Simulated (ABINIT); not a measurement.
# SnO2 (Pnnm): bands and cutoff in G0W0 with ABINIT, part 3 of 3

Wanted: a converged G0W0 gap of SnO2 (Pnnm), or an estimate of the limit.

ABINIT 10.8.3; LDA and many-body steps on it, plane waves. Known limits of the many-body steps: not at the basis limit; no spin-orbit coupling; coarse k mesh.

So far. Step 8 (176 bands, 120.8 eV): Against G0W0 in ABINIT (2×2×4 mesh, 126 bands, screening to 90.6 eV, Godby-Needs plasmon pole), the gap moves by +0.007 eV.

### Step 10. 244 bands, 157 eV

This step: G0W0 on LDA, plane waves, norm-conserving pseudopotentials.

run.abi reads:

```
acell 3*1.0 Angstrom
rprim 
  4.788004000000 0.000000000000 0.000000000000
  0.000000000000 4.866582000000 0.000000000000
  0.000000000000 0.000000000000 3.240898000000
ntypat 2
znucl 50 8
natom 6
typat 1 1 2 2 2 2
xred 
  0.500000000000 0.500000000000 0.500000000000
  0.000000000000 0.000000000000 0.000000000000
  0.291855000000 0.321042000000 0.000000000000
  0.791855000000 0.178958000000 0.500000000000
  0.208145000000 0.821042000000 0.500000000000
  0.708145000000 0.678958000000 0.000000000000
pp_dirpath "pseudos"
pseudos "Sn.upf, O.upf"
ecut 42
ngkpt 2 2 4
nshiftk 1
shiftk 0 0 0
kptopt 1
chksymbreak 0
istwfk *1
occopt 1
irdwfk 1
optdriver 4
nband 244
gwcalctyp 0
ecutsigx 42
symsigma 1
nkptgw 8
kptgw 
  0.0000000000 0.0000000000 0.0000000000
  0.5000000000 0.0000000000 0.0000000000
  0.0000000000 0.5000000000 0.0000000000
  0.5000000000 0.5000000000 0.0000000000
  0.0000000000 0.0000000000 0.5000000000
  0.5000000000 0.0000000000 0.5000000000
  0.0000000000 0.5000000000 0.5000000000
  0.5000000000 0.5000000000 0.5000000000
bdgw 
  33 36
  33 36
  33 36
  33 36
  33 36
  33 36
  33 36
  33 36
ecuteps 5.77
irdscr 1
ppmodel 1
indata_prefix "in"
outdata_prefix "out"
tmpdata_prefix "tmp"
```

The run is started by

```
$ OMP_NUM_THREADS=1 mpirun -n 8 abinit run.abi > log
```

Numbers of over 12 decimals in the logs are rounded to 6 here.

The log of the run:

```text
.Version 10.8.3 of ABINIT. v10.8.2 released Aug 2026.

 Symmetries : space group Pn n m (# 58); Bravais oP (primitive ortho.)
[... echo of the input left out ...]
== DATASET  1 ==================================================================
-   mpi_nproc: 8, omp_nthreads: 1 (-1 if OMP is not activated)

--- !DatasetInfo
iteration_state: {dtset: 1, }
dimensions: {natom: 6, nkpt: 12, mband: 244, nsppol: 1, nspinor: 1, nspden: 1, mpw: 6680, }
cutoff_energies: {ecut:  42.0, pawecutdg:  -1.0, }
[...]
Band     E0 <VxcDFT>   SigX SigC(E0)      Z dSigC/dE  Sig(E)    E-E0       E
[...]
35   9.841 -17.397 -11.991  -3.768   0.824  -0.213 -16.047   1.350  11.191
       36   9.841 -17.397 -11.991  -3.768   0.824  -0.213 -16.047   1.350  11.191

== END DATASET(S) ==============================================================
================================================================================

 -outvars: echo values of variables after computation  --------
           etotal      0.0000000000E+00
            nband         244
             nkpt          12
          spgroup          58
 [... the other variables as echoed above ...]

 Calculation completed.
```

It took 60 s on 8 MPI ranks of Arm Neoverse V2, shared host; peak memory 5.5 GiB.

This step gave:

```yaml
g0w0_gap_on_the_mesh: 2.035 eV
starting_gap_on_the_mesh: 0.6789 eV
k_of_the_valence_top: 0, 0, 0
k_of_the_conduction_bottom: 0, 0, 0
least_direct_g0w0_gap_on_the_computed_points: 2.035 eV
```

Against G0W0 in ABINIT (2×2×4 mesh, 176 bands, screening to 120.8 eV, Godby-Needs plasmon pole), the gap moves by +0.032 eV.

### Step 11. Screening, 2×2×4 mesh, 340 bands, screening to 201.4 eV

This step: RPA screening on LDA, plane waves, norm-conserving pseudopotentials.

run.abi reads:

```
acell 3*1.0 Angstrom
rprim 
  4.788004000000 0.000000000000 0.000000000000
  0.000000000000 4.866582000000 0.000000000000
  0.000000000000 0.000000000000 3.240898000000
ntypat 2
znucl 50 8
natom 6
typat 1 1 2 2 2 2
xred 
  0.500000000000 0.500000000000 0.500000000000
  0.000000000000 0.000000000000 0.000000000000
  0.291855000000 0.321042000000 0.000000000000
  0.791855000000 0.178958000000 0.500000000000
  0.208145000000 0.821042000000 0.500000000000
  0.708145000000 0.678958000000 0.000000000000
pp_dirpath "pseudos"
pseudos "Sn.upf, O.upf"
ecut 42
ngkpt 2 2 4
nshiftk 1
shiftk 0 0 0
kptopt 1
chksymbreak 0
istwfk *1
occopt 1
irdwfk 1
optdriver 3
nband 340
ecuteps 7.4
inclvkb 2
awtr 1
symchi 1
indata_prefix "in"
outdata_prefix "out"
tmpdata_prefix "tmp"
```

The log of the run:

```text
.Version 10.8.3 of ABINIT. v10.8.2 released Aug 2026.

 Symmetries : space group Pn n m (# 58); Bravais oP (primitive ortho.)
[... echo of the input left out ...]
== DATASET  1 ==================================================================
-   mpi_nproc: 8, omp_nthreads: 1 (-1 if OMP is not activated)

--- !DatasetInfo
iteration_state: {dtset: 1, }
dimensions: {natom: 6, nkpt: 12, mband: 340, nsppol: 1, nspinor: 1, nspden: 1, mpw: 6680, }
cutoff_energies: {ecut:  42.0, pawecutdg:  -1.0, }
[...]
--------------------------------------------------------------------------------
[... chi0 elements left out ...]
 For q-point:  0.000010 0.000020 0.000030
  dielectric constant =   6.6676
  dielectric constant without local fields =   7.0412

  Average fulfillment of the sum rule on Im[epsilon] for q-point    1 :     79.34  [%]
[... wings left out ...]
  q-point number  2        q = ( 0.500000, 0.000000, 0.000000) [r.l.u.]
--------------------------------------------------------------------------------
[... chi0 elements left out ...]
  Average fulfillment of the sum rule on Im[epsilon] for q-point    2 :     84.50  [%]

 [... 10 further q-points ...]
```

Wall time 6.7 min (8 MPI ranks); peak memory 10 GiB; 53 min of CPU time.

This step gave:

```
ε∞ with local fields, on this mesh, along the program's q direction : 6.668
the same without local fields                                       : 7.041
plasma frequency                                                    : 35.24 eV
plane waves in the screening matrix                                 : 495
```

### Step 12. 340 bands, 201.4 eV

This step: G0W0 on LDA, plane waves, norm-conserving pseudopotentials.

Edit run.abi of step 11 so:

```diff
@@ -27,8 +27,29 @@
 irdwfk 1
-optdriver 3
+optdriver 4
 nband 340
+gwcalctyp 0
+ecutsigx 42
+symsigma 1
+nkptgw 8
+kptgw 
+  0.0000000000 0.0000000000 0.0000000000
+  0.5000000000 0.0000000000 0.0000000000
+  0.0000000000 0.5000000000 0.0000000000
+  0.5000000000 0.5000000000 0.0000000000
+  0.0000000000 0.0000000000 0.5000000000
+  0.5000000000 0.0000000000 0.5000000000
+  0.0000000000 0.5000000000 0.5000000000
+  0.5000000000 0.5000000000 0.5000000000
+bdgw 
+  33 36
+  33 36
+  33 36
+  33 36
+  33 36
+  33 36
+  33 36
+  33 36
 ecuteps 7.4
-inclvkb 2
-awtr 1
-symchi 1
+irdscr 1
+ppmodel 1
 indata_prefix "in"
```

The log of the run:

```text
.Version 10.8.3 of ABINIT. v10.8.2 released Aug 2026.

 Symmetries : space group Pn n m (# 58); Bravais oP (primitive ortho.)
[... echo of the input left out ...]
== DATASET  1 ==================================================================
-   mpi_nproc: 8, omp_nthreads: 1 (-1 if OMP is not activated)

--- !DatasetInfo
iteration_state: {dtset: 1, }
dimensions: {natom: 6, nkpt: 12, mband: 340, nsppol: 1, nspinor: 1, nspden: 1, mpw: 6680, }
cutoff_energies: {ecut:  42.0, pawecutdg:  -1.0, }
[...]
Band     E0 <VxcDFT>   SigX SigC(E0)      Z dSigC/dE  Sig(E)    E-E0       E
[...]
35   9.841 -17.397 -11.991  -3.903   0.823  -0.216 -16.161   1.236  11.077
       36   9.841 -17.397 -11.991  -3.903   0.823  -0.216 -16.161   1.236  11.077

== END DATASET(S) ==============================================================
================================================================================

 -outvars: echo values of variables after computation  --------
           etotal      0.0000000000E+00
            nband         340
             nkpt          12
          spgroup          58
 [... the other variables as echoed above ...]

 Calculation completed.
```

Elapsed: 2.8 min, on 8 MPI ranks; peak memory 7.9 GiB.

Numbers from this step:

```yaml
g0w0_gap_on_the_mesh: 2.071 eV
starting_gap_on_the_mesh: 0.6789 eV
k_of_the_valence_top: 0, 0, 0
k_of_the_conduction_bottom: 0, 0, 0
least_direct_g0w0_gap_on_the_computed_points: 2.071 eV
```

Against G0W0 in ABINIT (2×2×4 mesh, 244 bands, screening to 157 eV, Godby-Needs plasmon pole), the gap moves by +0.036 eV.

### Step 13. Side by side

Times are wall times on 8 MPI ranks of Arm Neoverse V2, shared host, good to a factor of about two. A run's time includes the screening step that it read.

| run | mesh | bands | screening cutoff (eV) | DFT gap (eV) | gap on the mesh (eV) | direct (eV) | ε∞ used | time |
| --- | --- | --- | --- | --- | --- | --- | --- | --- |
| 94 bands, 68.6 eV | 2×2×4 | 94 | 68.6 | 0.679 | 2.009 | 2.009 | 6.82 | 38 s |
| 126 bands, 90.6 eV | 2×2×4 | 126 | 90.6 | 0.679 | 1.996 | 1.996 | 6.74 | 58 s |
| 176 bands, 120.8 eV | 2×2×4 | 176 | 120.8 | 0.679 | 2.003 | 2.003 | 6.73 | 92 s |
| 244 bands, 157 eV | 2×2×4 | 244 | 157 | 0.679 | 2.035 | 2.035 | 6.71 | 4.9 min |
| 340 bands, 201.4 eV | 2×2×4 | 340 | 201.4 | 0.679 | 2.071 | 2.071 | 6.67 | 9.5 min |

### Step 14. Results

```
94 bands, 68.6 eV   : 2.009 eV
126 bands, 90.6 eV  : 1.996 eV
176 bands, 120.8 eV : 2.003 eV
244 bands, 157 eV   : 2.035 eV
340 bands, 201.4 eV : 2.071 eV
known limits        : not at the basis limit; no spin-orbit coupling; coarse k mesh
```

What this shows: From the first rung to the last the gap moves by +0.06 eV for 15 times the time. The steps are not yet shrinking, so no limit is drawn. The 2×2×4 mesh is coarse for this cell, which bears on the long-range parts of exchange and screening. The many-body steps are scalar-relativistic: spin-orbit coupling is not in them.

[Paths, hosts, dates, memory and timing lines, banners, echoed tables and standing remarks are left out of the program output.]

[Logs are printed without paths, hosts, clocks, repeated set-up lines and the standing remarks that a program may print on its own settings, such as how far it seeks lower states.]

[Runs of the session that timed out or met a known fault of the program may be left out.]

[Hosts, paths, dates, database ids (printed as entryN), source tags and the programs' standing remarks are cut or masked in the printed files.]

[G0W0 gaps are taken among the corrected bands and points alone; a level outside them can change the order at an edge.]

[Where Ansatz stands beside ABINIT at settings called matched, ABINIT's density can come from a denser mesh and the files from another edition; pairs whose starting gaps differed by over 0.03 eV were left out, so agreement reads better than it is.]
